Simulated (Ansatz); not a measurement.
# (SiC)1(MgO)3 [0001] superlattice, started as wurtzite: a soft mode frozen in, part 3 of 3

Aim: this structure of (SiC)1(MgO)3 [0001] superlattice, started as wurtzite is to be tested for unstable modes, and one is followed downhill.

Ansatz 0.2.0; DFT PBEsol, scalar-relativistic, plane waves, PAW.

So far. Step 5 (Energy along the mode, all amplitudes (two of the runs …): The lowest of the steps tried is at 0.32 Å, 23.8 meV/atom below the parent; the bottom of the well need not coincide with a step. Step 7 (The new phase in its own primitive cell): The largest force component left is 0.64 meV/Å and the pressure is 0.001 GPa, within the tolerances set. The cell now holds 12.46 Å³/atom.

The structure was built from a prototype and need not be the compound's stable phase.

### Step 8. Modes of the new phase

A relaxed structure may still be a saddle point, so its zone-centre modes are computed. No field response is asked, since the mesh shows no gap.

Contents of input.yaml:

```yaml
crystal:
  lattice:
    - [3.1331880698, -1.5652108177, -0.0013459614]
    - [3.1331880698, 1.5652108177, -0.0013459614]
    - [-1.5059108595, 0.0, 10.1644523103]
  atoms:
    - { symbol: C, position: [0.2716993332, 0.2716993332, 0.1842672265] }
    - { symbol: Mg, position: [0.6006978071, 0.6006978071, 0.25656248] }
    - { symbol: Mg, position: [0.3424671275, 0.3424671275, 0.4913788959] }
    - { symbol: Mg, position: [0.7180954942, 0.7180954942, 0.7244909027] }
    - { symbol: O, position: [0.6484661342, 0.6484661342, 0.4548680935] }
    - { symbol: O, position: [0.39264173, 0.39264173, 0.6880196939] }
    - { symbol: O, position: [0.761915043, 0.761915043, 0.931886693] }
    - { symbol: Si, position: [0.2652163786, 0.2652163786, 0.0185260144] }
kpoints:
  mp_grid: { grid: [12, 12, 4] }
hamiltonian:
  xc: pbesol
scf:
  occupations: { method: methfessel_paxton, width: 0.2 }
output:
  eigenvalues: true
phonons:
  method: dfpt
```

Launch:

```sh
> ansatz run input.yaml --threads 4 --pin off --max-ram 14336MiB --backend cpu --events-out ev --progress --plain --runs-dir out
```

Numbers of over 12 decimals in the logs are rounded to 6 here.

What it wrote:

```text
zone centre: on kpoints.mp_grid the ground state, and the responses unless they are solved on pairs of k-points, stand on 164 of the mesh's 576 k-points, reduced under 2 symmetry operations, with k and −k counted as one. Each operation leaves every solved displacement unchanged or reverses it
[...]
Crystal: 8 atoms, lattice volume = 99.689 Å³
Basis set: ecut = 420 eV, 1927 PW (Γ), exchange–correlation on 48×48×144 points (8 copies of the dense FFT grid, shifted against one another)
Bands: 36, of which v1, the nominal top of the filled ones, is band 28 counted from 1 (27 counted from 0)
Symmetry: 2 space group operations
k-points: 164 of 576 (time reversal used)
[...]
SCF iter   1: F=—  HF=-8291.003571 eV  |F-HF|=—  |Δ(HF+E_count)|=         —  Δρ=1.40e-2  dr2=2.92e-1  ethr=1.77e-3  ⟨swp⟩=6.6  Hψ=26277  notcnv=0
[...]
SCF iter  20: F=-8290.937502 eV  HF=-8290.937502 eV  |F-HF|=1.82e-12  |Δ(HF+E_count)|=  3.64e-12  S|Δr|=    0.00e0  Δρ=2.42e-8  dr2=2.31e-12  ethr=1.00e-12  ⟨swp⟩=11.3  Hψ=28559  notcnv=0
SCF 1 converged in 20 iterations: F = -8290.937502 eV  dr2 = 2.31e-12
[...]
SCF converged after 20 iterations
[...]
Free energy (F): -8290.937502 eV
[...]
Internal energy: -8290.938098 eV  (E = F + TS)
E sigma→0 (E₀):  -8290.937651 eV
Entropy (-TS):   0.000596 eV (0.074 meV/atom)
Fermi energy:    7.649629 eV
[...]
--- Band table (eV; the first three rows and the last of 164) ---
  k-point 0: bands = [... 24 lower, 4.4782, 4.6455, 6.1636, 6.9554, 8.2378, 9.3201, 10.8786, 11.7836, ... 4 higher]
  k-point 1: bands = [... 24 lower, 4.3326, 4.4780, 6.3583, 6.9669, 8.2376, 9.1540, 11.0460, 11.7562, ... 4 higher]
  k-point 2: bands = [... 24 lower, 4.2919, 4.4781, 6.5225, 6.9868, 8.2376, 8.9961, 11.2155, 11.7135, ... 4 higher]
  k-point 163: bands = [... 24 lower, 4.2095, 4.4769, 4.5278, 7.7429, 7.7513, 9.0200, 12.0545, 12.1954, ... 4 higher]
[...]
ASR residual: 2.038e-4 → 0.000e0 eV/Å²; symmetrization residual: 5.167e-6 eV/Å²
[...]
```

Run time: 3.5 min. Hardware: 4 threads of Intel Xeon Platinum 8488C (Sapphire Rapids), shared host; peak memory 1.9 GiB; 13 min of CPU time.

Numbers from this step:

| Property | Result |
| --- | --- |
| sum-rule residual before enforcement | 2.04e-4 eV/Å² |
| point group | m |
| highest optical mode at the zone centre (no LO-TO term) | 1019 cm⁻¹ |
| lowest optical zone-centre mode | 103.1 cm⁻¹ |

Patterns of degenerate modes are one choice out of their space. The modes at Γ (shares of kinetic energy by element, %):

```
mode  frequency (cm⁻¹)  symmetry  C %  Mg %  O %  Si %
   1               0.0  acoustic    7    45   30    17
   2               0.0  acoustic    7    45   30    17
   3               0.0  acoustic    7    45   30    17
   4             103.1        A'    3    17   41    39
   5             109.8       A''    5    38   26    30
   6             129.4        A'   18    60   19     3
   7             134.7       A''   11    49   24    15
   8             176.2       A''    6    59   28     6
   9             210.6        A'    6    64   29     1
  10             215.9        A'   10    47   17    25
  11             238.1        A'    1     5   54    40
  12             264.6        A'    0    62   33     4
  13             300.2       A''    0     1   69    30
  14             381.9        A'    1    71   24     5
  15             472.1        A'    2    43   47     8
  16             482.5       A''    1    38   61     0
  17             494.6       A''    0    39   61     0
  18             502.3       A''   68    30    1     0
  19             511.8        A'    0    36   64     0
  20             525.9        A'    0    37   63     0
  21             541.7        A'    1    19   79     1
  22             587.4        A'   19    19   55     8
  23             589.3        A'   51    29   15     5
  24            1019.1        A'   73     1    0    26
```

Displacements in mode 4 (103.1 cm⁻¹), the largest set to 1:
```
C1  -0.31  0.00 -0.12
Mg2 -0.28  0.00 -0.02
Mg3 -0.43  0.00  0.01
Mg4 -0.28  0.00  0.06
O5  -0.42  0.00 -0.03
O6  -0.28  0.00  0.01
O7   1.00  0.00  0.03
Si8  0.82  0.00  0.01
```

Displacements in mode 6 (129.4 cm⁻¹), the largest set to 1:
```
C1   1.00  0.00  0.11
Mg2  0.95  0.00  0.01
Mg3 -0.07  0.00  0.00
Mg4 -0.88  0.00 -0.08
O5  -0.02  0.00  0.02
O6  -0.82  0.00  0.00
O7  -0.38  0.00 -0.03
Si8  0.26  0.00  0.02
```

Before it was imposed, the acoustic sum rule was missed by 2.0e-4 eV/Å². Small misses are needed for a sound result but don't prove that mesh and cutoff are converged. The lowest optical mode is real, 103 cm⁻¹.

### Step 9. The phases reached

The phases reached along the modes that were followed are set side by side.

Energies are those of the first relaxation, on the mesh of the frozen mode; space group, volume and gap are those of the last relaxation. Phases, by row:

```
          mode frozen in  space group  energy from parent (meV/atom)  volume (Å³/atom)  gap on mesh (eV)  lowest zone-centre optical mode (cm⁻¹)  largest shift (Å)
                  parent         P3m1                              0              12.3                 0                                       –                  –
q = (0, 0, 0), 307i cm⁻¹           Cm                         -47.84             12.89             0.189                                     -56              0.456
q = (0, 0, 0), 307i cm⁻¹           Cm                         -73.76             12.46                 0                                   103.1              0.604
```

### Step 10. Results

| Item | Value |
| --- | --- |
| unstable mode of the parent | q = (0, 0, 0), 307i cm⁻¹ |
| depth at the lowest point sampled | 23.8 meV/atom |
| largest atomic shift at that point | 0.32 Å |
| space group reached (within 0.01 Å) | Cm |
| energy gained over the parent (first relaxation, on the mesh of the frozen mode) | 73.8 meV/atom |
| volume per atom, phase reached | 12.5 Å³ |
| lowest optical zone-centre mode, phase reached | 103 cm⁻¹ |
| highest optical mode at the zone centre (no LO-TO term), phase reached | 1019 cm⁻¹ |

Along this mode the structure falls into Cm, 73.8 meV/atom below the parent. At the parent's cell the well is 23.75 meV/atom deep on the steps tried, with its lowest point at a shift of 0.32 Å. Relaxing atoms and cell changes the gain by +50.01 meV/atom against the lowest step (energies at zero smearing). Most of the total comes from this relaxation. The new phase has no imaginary mode at the zone centre of its cell; other wavevectors were not checked. Of the 2 patterns followed to their end from this parent, this one reaches the lowest energy. Each path keeps the symmetry of its pattern, so a lower phase may lie along a pattern not tried. With no gap, or one that is small against the smearing, the frequencies hang on the k mesh and the smearing, most of all near Kohn anomalies. The starting cell was built on a prototype and not taken from a measurement, so the phase need not exist.

[Logs are printed without paths, hosts, clocks, repeated set-up lines and the standing remarks that a program may print on its own settings, such as how far it seeks lower states.]

[Hosts, paths, dates, database ids (printed as entryN), source tags and the programs' standing remarks are cut or masked in the printed files.]
